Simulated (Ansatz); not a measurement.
# VSe2 (P-3m1): a Bloch–Grüneisen fit of the computed resistivity

Wanted: a compact model of ρ(T) for VSe2 (P-3m1) and a check of it.

The resistivities were computed with Ansatz 0.2.0 (DFT PBEsol, scalar-relativistic, plane waves, PAW) from the linearised Boltzmann equation with harmonic phonons, on q 3×3×2, k 9×9×4, scattering 18×18×8; the fit below is done by hand on them.

## (1) What is given

It takes space group P-3m1 (No. 164, trigonal). Conventional cell: a = 3.274 Å, b = 3.274 Å, c = 6.150 Å, α = 90.00°, β = 90.00°, γ = 120.00°. V on site a has 6 Se at 2.46 Å as nearest neighbours. Se on site d has 3 V at 2.46 Å as nearest neighbours.

This is the relaxed cell of the run, from steps not shown here.

The mean resistivity of the three axes from 50 to 800 K, with one row held back; the colder rows stay outside the fit and test it at the end:

```tsv
T (K)	ρ (μΩ cm)
50	11.13
77	24.27
100	36.35
150	?
200	89.59
300	141.9
400	194.3
600	300.8
800	410.5
```

The resistivity is not converged: the component that moves most changes by 11 % between the two finest meshes at 300 K.

## (2) Model and fit

Bloch and Grüneisen's form is ρ(T) = A (T/Θ)⁵ J₅(Θ/T), with J₅(z) the integral of x⁵/((eˣ − 1)(1 − e⁻ˣ)) from 0 to z. It goes as T⁵ far below Θ and as A T/(4Θ) far above. For a trial Θ the best A is the geometric mean of ρ/[(T/Θ)⁵ J₅] over the rows, and the scatter of that ratio measures the fit:

```tsv
Θ (K)	A (μΩ cm)	scatter (%)
124	214.3	17.2
166	303.0	10.0
188	354.7	6.2
208	405.6	4.2
228	460.4	6.2
260	557.3	13.1
312	743.0	26.2
```

The scatter is least at Θ = 208 K, with A = 405.6 μΩ cm (4.2 % r.m.s.).

```tsv
T (K)	computed	fit
50	11.13	10.63
77	24.27	25.69
100	36.35	38.70
200	89.59	91.86
300	141.9	142.4
400	194.3	192.1
600	300.8	290.5
800	410.5	388.5
```

## (3) The row held back

At T = 150 K, Θ/T = 1.387, J₅ = 0.8323 and (T/Θ)⁵ = 0.1950, so the fit gives 65.84 μΩ cm. The computed value is 63.11 μΩ cm: the fit is off by +4.32 %. Outside its range, at 20 K, it gives 0.393 against 0.830 μΩ cm computed, 0.47 times that; at that temperature the run's own test moves by 18 % between meshes in the component that moves most. Among the rows used, the largest miss is +6.4 %, at 100 K.

## (4) Reading Θ and A

Θ = 208 K is 1.55 times ħω_log/k_B (134 K) and 0.39 of the highest phonon frequency (527 K). The high-temperature slope of the fit, A/(4Θ), is 0.487 μΩ cm/K. The same slope from the run's transport coupling and plasma energy, 2π k_B λ_tr/(ħ ε₀ ω_p²) with λ_tr = 1.72, 1.72, 1.08 (xx, yy, zz) and ħω_p = 3.99, 3.99, 2.35 (xx, yy, zz) eV, is 0.551 μΩ cm/K in the mean of the axes, +13.1 % from it. For comparison, the computed rows rise by 0.548 μΩ cm/K between the two hottest.

## (5) Outcome

```json
{"Θ": "208 K", "A": "405.6 μΩ cm", "scatter of the fit": "4.2 %", "held-back row at 150 K, fit against computed": "65.84 against 63.11 μΩ cm"}
```

What this shows: Two numbers, Θ = 208 K and A = 406 μΩ cm, hold the computed ρ(T) from 50 to 800 K within 4.22 % r.m.s. and predict the held-back row within 4.32 %. At 20 K, outside the rows fitted, it gives 0.47 times the computed value. The misses are not random: the largest is +6.4 %, at 100 K. By the run's own test the resistivity at 300 K moves by 11 % between its two finest scattering meshes, in the component that moves most. The mean hides an anisotropy: at 300 K the components are 110, 110, 207 (xx, yy, zz) μΩ cm. The relaxed volume lies -4.5 % from the database entry, whose temperature is not recorded here; volume shifts the phonons and ρ. The fit describes the calculation: impurities, thermal expansion, changes of phase and anharmonicity are in neither.

[Logs are printed without paths, hosts, clocks, repeated set-up lines and the standing remarks that a program may print on its own settings, such as how far it seeks lower states.]

[Hosts, paths, dates, database ids (printed as entryN), source tags and the programs' standing remarks are cut or masked in the printed files.]
